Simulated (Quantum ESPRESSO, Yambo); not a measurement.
# Quasiparticle gap of BaTiO3 (P4mm) in Yambo, part 2 of 3

How does a plane-wave GW calculation on BaTiO3 (P4mm) run from the first input to the gap?

Quantum ESPRESSO 7.5 and Yambo 5.3.0; PBE and many-body steps on it, plane waves. Known limits of the many-body steps: not at the basis limit; no spin-orbit coupling; coarse k mesh.

So far. Step 2 (Ground state): The gap is indirect, with the least direct gap 0.37 eV higher. Step 3 (Bands along the symmetry lines): The gap is 1.851 eV, as in the run before at this level.

## Step 4: Empty states on the mesh, 4×4×4 mesh, 129 bands

Level of this step: DFT, PBE, plane waves, norm-conserving pseudopotentials (Quantum ESPRESSO).

The sums over transitions need many empty states on a uniform mesh; this step solves for them.

File pw.in:

```
&control
  calculation = 'nscf'
  prefix = 'x'
  outdir = 'o'
  pseudo_dir = 'pseudo'
/
&system
  ibrav = 0
  nat = 5
  ntyp = 3
  ecutwfc = 76.0
  nbnd = 129
  force_symmorphic = .true.
/
&electrons
  conv_thr = 1e-9
  electron_maxstep = 80
  diago_full_acc = .true.
  diago_thr_init = 5e-6
/
ATOMIC_SPECIES
  Ba 137.33 Ba.upf
  Ti 47.867 Ti.upf
  O 15.999 O.upf
CELL_PARAMETERS angstrom
  3.9904800000 0.0000000000 0.0000000000
  0.0000000000 3.9904800000 0.0000000000
  0.0000000000 0.0000000000 4.0230300000
ATOMIC_POSITIONS crystal
  Ba 0.0000000000 0.0000000000 0.0000000000
  Ti 0.5000000000 0.5000000000 0.5220000000
  O 0.5000000000 0.5000000000 0.9790000000
  O 0.5000000000 0.0000000000 0.4880000000
  O 0.0000000000 0.5000000000 0.4880000000
K_POINTS automatic
  4 4 4 0 0 0
```

Launch:

```sh
OMP_NUM_THREADS=1 mpirun -n 4 pw.x -nk 4 -in pw.in > pw.out
```

The program printed:

```text
[banner, memory and clock lines left out]
Program PWSCF v.7.5 starts

     Atomic positions and unit cell read from directory:
     o/x.save/

     Message from routine setup:
     using ibrav=0 with symmetry is DISCOURAGED, use correct ibrav instead

     G-vector sticks info

     bravais-lattice index     =            0
     lattice parameter (alat)  =       7.5409  a.u.
     unit-cell volume          =     432.3148 (a.u.)^3
     number of atoms/cell      =            5
     number of atomic types    =            3
     number of electrons       =        40.00
     number of Kohn-Sham states=          129
     kinetic-energy cutoff     =      76.0000  Ry
     charge density cutoff     =     304.0000  Ry
     Exchange-correlation= PBE
                           (   1   4   3   4   0   0   0)

     celldm(1)=   7.540914  celldm(2)=   0.000000  celldm(3)=   0.000000
     celldm(4)=   0.000000  celldm(5)=   0.000000  celldm(6)=   0.000000

     crystal axes: (cart. coord. in units of alat)
               a(1) = (   1.000000   0.000000   0.000000 )
               a(2) = (   0.000000   1.000000   0.000000 )
               a(3) = (   0.000000   0.000000   1.008157 )

     reciprocal axes: (cart. coord. in units 2 pi/alat)
               b(1) = (  1.000000  0.000000  0.000000 )
               b(2) = (  0.000000  1.000000  0.000000 )
               b(3) = (  0.000000  0.000000  0.991909 )
     Pseudo is Norm-conserving + core correction, Zval = 10.0
     Generated using ONCVPSP code by D. R. Hamann
     Using radial grid of 1958 points,  6 beta functions with:
     Pseudo is Norm-conserving + core correction, Zval = 12.0
     Generated using ONCVPSP code by D. R. Hamann
     Using radial grid of 1586 points,  6 beta functions with:
     Pseudo is Norm-conserving + core correction, Zval =  6.0
     Generated using ONCVPSP code by D. R. Hamann
     Using radial grid of  936 points,  5 beta functions with:
     Ba               10.00   137.33000     Ba( 1.00)
     Ti               12.00    47.86700     Ti( 1.00)
     O                 6.00    15.99900     O ( 1.00)

      8 Sym. Ops. (no inversion) found

   Cartesian axes

     site n.     atom                  positions (alat units)
         1        Ba     tau(   1) = (   0.0000000   0.0000000   0.0000000  )
         2        Ti     tau(   2) = (   0.5000000   0.5000000   0.5262579  )
         3        O      tau(   3) = (   0.5000000   0.5000000   0.9869856  )
         4        O      tau(   4) = (   0.5000000   0.0000000   0.4919806  )
         5        O      tau(   5) = (   0.0000000   0.5000000   0.4919806  )

     number of k points=    18
                       cart. coord. in units 2pi/alat
        k(    1) = (   0.0000000   0.0000000   0.0000000), wk =   0.0312500
        k(    2) = (   0.0000000   0.0000000   0.2479773), wk =   0.0625000
        k(    3) = (   0.0000000   0.0000000  -0.4959545), wk =   0.0312500
[...]
[... 6 further rows ...]
        k(   17) = (  -0.5000000  -0.5000000   0.2479773), wk =   0.0625000
        k(   18) = (  -0.5000000  -0.5000000  -0.4959545), wk =   0.0312500

     Dense  grid:    38715 G-vectors     FFT dimensions: (  45,  45,  45)

     The potential is recalculated from file :
     o/x.save/charge-density

     Starting wfcs are   27 randomized atomic wfcs +  102 random wfcs

     Band Structure Calculation

     End of band structure calculation

          k = 0.0000 0.0000 0.0000 (  4865 PWs)   bands (ev):

   -45.9925 -22.3010 -22.2284 -22.2284 -14.3723  -6.4094  -5.7860  -5.6652
     0.4622   0.4622   0.4637   8.1227   8.1499   8.1499   9.0900   9.0900
     9.3147  10.0485  10.1251  10.1251  12.3468  12.7142  12.7142  14.6184
[...]
[... 5 further rows ...]
[...]
84.5331

          k = 0.0000 0.0000 0.2480 (  4849 PWs)   bands (ev):

[...]
[... 5 further rows ...]
[...]
83.5165

          k = 0.0000 0.0000-0.4960 (  4846 PWs)   bands (ev):

[...]
52.2417  52.2417  54.2265  54.5769  54.5769  55.3029  55.3029  56.0633
     [... 5 further rows ...]
    80.2011  80.3196  81.2738  81.2738  82.5806  83.4776  83.4776  83.5577
    84.2313

          k = 0.0000 0.2500 0.0000 (  4821 PWs)   bands (ev):

     [... further k-points ...]

     highest occupied, lowest unoccupied level (ev):    10.4956   12.3468

     XML data file, pseudopotentials, collected wavefunctions
```

It took 27 s on 4 MPI ranks of Arm Neoverse V1, shared host; peak memory 0.43 GiB; 1.8 min of CPU time.

Numbers from this step:

* gap: 1.851 eV
* k of the valence top: -0.5, -0.5, -0.5
* k of the conduction bottom: 0, 0, 0
* least direct gap: 2.222 eV
* k points computed: 18
* lowest point of the top converged band, above the valence top: 71.2166 eV

On this mesh the gap is 1.851 eV.

## Step 5: Conversion and set-up

This step: Yambo 5.3.0; conversion and set-up on PBE, plane waves, norm-conserving pseudopotentials.

The states are converted to the many-body program's format and the q mesh is built.

Launch:

```sh
(cd o/x.save; p2y > p2y.log; mv SAVE ../..); yambo > setup.log
```

The program printed:

```text
 Yambo, version 5.3.0

 [02] CORE Variables Setup
 =========================

  [02.01] Unit cells
  ==================

  Cell kind             :  Unknown
  Atoms in the cell     :  Ba  Ti  O
  number of Ba atoms    :  1
  number of Ti atoms    :  1
  number of O  atoms    :  3

  List of atomic masses
  Mass of Ba    :  137.3300
  Mass of Ti    :  47.86700
  Mass of O     :  15.99900

  List of atomic coordinates    : [cc]
  Ba1       :  0.000000  0.000000  0.000000  order 1
  Ti1       :  3.770457  3.770457  3.968466  order 2
  O1       :  3.770457  3.770457  7.442774  order 3
  O2       :  3.770457  0.000000  3.709983  order 4
  O3       :  0.000000  3.770457  3.709983  order 5

  Alat factors          :  7.540914  7.540914  7.602425 [a.u.]
  Direct lattice volume :  432.3148 [a.u.]
  Direct lattice vectors:  A[ 1 ]  A[ 2 ]  A[ 3 ]
   A[ 1 ]:  1.000000  0.000000  0.000000  [iru]
   7.540914  0.000000  0.000000  [cc]
   A[ 2 ]:  0.000000  1.000000  0.000000  [iru]
   0.000000  7.540914  0.000000  [cc]
   A[ 3 ]:  0.000000  0.000000  1.000000  [iru]
   0.000000  0.000000  7.602425  [cc]

  Recip. lattice volume :  0.573772 [a.u.]
  Recip. lattice vectors:  B[ 1 ]  B[ 2 ]  B[ 3 ]
   B[ 1 ]:  1.000000  0.000000  0.000000  [iku]
   0.833213  0.000000  0.000000  [cc]
   B[ 2 ]:  0.000000  1.000000  0.000000  [iku]
   0.000000  0.833213  0.000000  [cc]
   B[ 3 ]:  0.000000  0.000000  1.000000  [iku]
   0.000000  0.000000  0.826471  [cc]

  [02.02] Symmetries
  ==================

  Inversion symmetry    : yes
  Spatial inversion     : no
  Inversion index       :   9
  K-space Time-reversal : yes
  Magnetic symmetries   : no
  Time-reversal derived K-space symmetries:   9  16
  Group table correct   : yes
  Symmetries units      :  [cc]

   [S  1]:  1.000000  0.000000  0.000000  0.000000  1.000000  0.000000  0.000000  0.000000  1.000000
   [S  2]: -1.000000  0.000000  0.000000  0.000000 -1.000000  0.000000  0.000000  0.000000  1.000000
   [S  3]:  0.000000 -1.000000  0.000000  1.000000  0.000000  0.000000  0.000000  0.000000  1.000000
[...]
[S  7]:  0.000000 -1.000000  0.000000 -1.000000  0.000000  0.000000  0.000000  0.000000  1.000000
   [S  8]:  0.000000  1.000000  0.000000  1.000000  0.000000  0.000000  0.000000  0.000000  1.000000
   [S* 9]: -1.000000 -0.000000 -0.000000 -0.000000 -1.000000 -0.000000 -0.000000 -0.000000 -1.000000
   [S*10]:  1.000000 -0.000000 -0.000000 -0.000000  1.000000 -0.000000 -0.000000 -0.000000 -1.000000
     [... 4 further rows ...]
   [S*15]: -0.000000  1.000000 -0.000000  1.000000 -0.000000 -0.000000 -0.000000 -0.000000 -1.000000
   [S*16]: -0.000000 -1.000000 -0.000000 -1.000000 -0.000000 -0.000000 -0.000000 -0.000000 -1.000000

  [02.03] Reciprocal space
  ========================

  nG shells         :  2381
  nG charge         :   38715
  nG WFs            :   5983
  nC WFs            :   4868
[...]
K [14]         [rlu]:  0.250000 -0.500000  0.250000
         WF components:   4828
  [... 3 further k-points ...]
  K [18]         [rlu]: -0.500000 -0.500000 -0.500000
         WF components:   4800

  [02.05] Energies & Occupations
  ==============================

  [X] === General ===
  [X] Electronic Temperature                        :  0.000000  0.000000 [eV K]
  [X] Bosonic    Temperature                        :  0.000000  0.000000 [eV K]
  [X] Finite Temperature mode                       : no
  [X] El. density                                   :  0.62439E+24 [cm-3]
  [X] Fermi Level                                   :  10.49564 [eV]

  [X] === Gaps and Widths ===
  [X] Conduction Band Min                           :  1.851171 [eV]
  [X] Valence Band Max                              :  0.000000 [eV]
  [X] Filled Bands                                  :  20
  [X] Empty Bands                                   :   21  129
  [X] Direct Gap                                    :  2.221732 [eV]
  [X] Direct Gap localized at k                     :  1
  [X] Indirect Gap                                  :  1.851171 [eV]
  [X] Indirect Gap between kpts                     :  18   1
  [X] Last valence band width                       :  0.967689 [eV]
  [X] 1st conduction band width                     :  2.396446 [eV]

  E @ K [ 1]:  [eV]
  -56.48810 -32.79662 -32.72408 -32.72408 -24.86795 -16.90507 -16.28164 -16.16086
[...]
occ @ K [ 1]
[...]
E @ K [ 2]:  [eV]
[...]
occ @ K [ 2]
[...]
E @ K [ 3]:  [eV]
[...]
occ @ K [ 3]
[...]
E @ K [ 8]:  [eV]
[...]
occ @ K [ 8]
[...]
E @ K [ 9]:  [eV]
[...]
occ @ K [ 9]
[...]
E @ K [10]:  [eV]
[...]
occ @ K [10]
[...]
E @ K [11]:  [eV]
[...]
occ @ K [11]
[...]
E @ K [12]:  [eV]
[...]
occ @ K [12]
[...]
E @ K [13]:  [eV]
[...]
occ @ K [13]
[...]
E @ K [14]:  [eV]
[...]
occ @ K [14]
[...]
[... 3 further k-points ...]
  E @ K [18]:  [eV]
[...]
occ @ K [18]
[...]
0.000000  0.000000  0.000000  0.000000  0.000000  0.000000  0.000000  0.000000
   0.000000  0.000000  0.000000  0.000000  0.000000  0.000000  0.000000  0.000000

 [03] Transferred momenta grid and indexing
 ==========================================

 IBZ Q-points                                      :  18
 BZ  Q-points                                      :   64

 K/Q-points units:
 rlu = crystal or reduced units; cc = cartesian coordinates; iku = interal k-units

 Q [ 1]         [rlu]:  0.000000  0.000000  0.000000
 Q [ 2]         [rlu]:  0.000000  0.000000  0.250000
 Q [ 3]         [rlu]:  0.000000  0.000000 -0.500000
[...]
Q [ 8]         [rlu]:  0.000000 -0.500000  0.250000
 Q [ 9]         [rlu]:  0.000000 -0.500000 -0.500000
 Q [10]         [rlu]:  0.250000  0.250000  0.000000
     [... 6 further rows ...]
 Q [17]         [rlu]: -0.500000 -0.500000  0.250000
 Q [18]         [rlu]: -0.500000 -0.500000 -0.500000

  [03.01] X indexes
  =================

   [03.01.01] Sigma indexes
   ========================

 [06] Game Over & Game summary
```

It took 3.3 s on 1 MPI rank; peak memory 0.25 GiB.

[end of part 2 of 3]

[Paths, hosts, dates, memory and timing lines, banners, echoed tables and standing remarks are left out of the program output.]

[Logs are printed without paths, hosts, clocks, repeated set-up lines and the standing remarks that a program may print on its own settings, such as how far it seeks lower states.]

[Runs of the session that timed out or met a known fault of the program may be left out.]

[Hosts, paths, dates, database ids (printed as entryN), source tags and the programs' standing remarks are cut or masked in the printed files.]
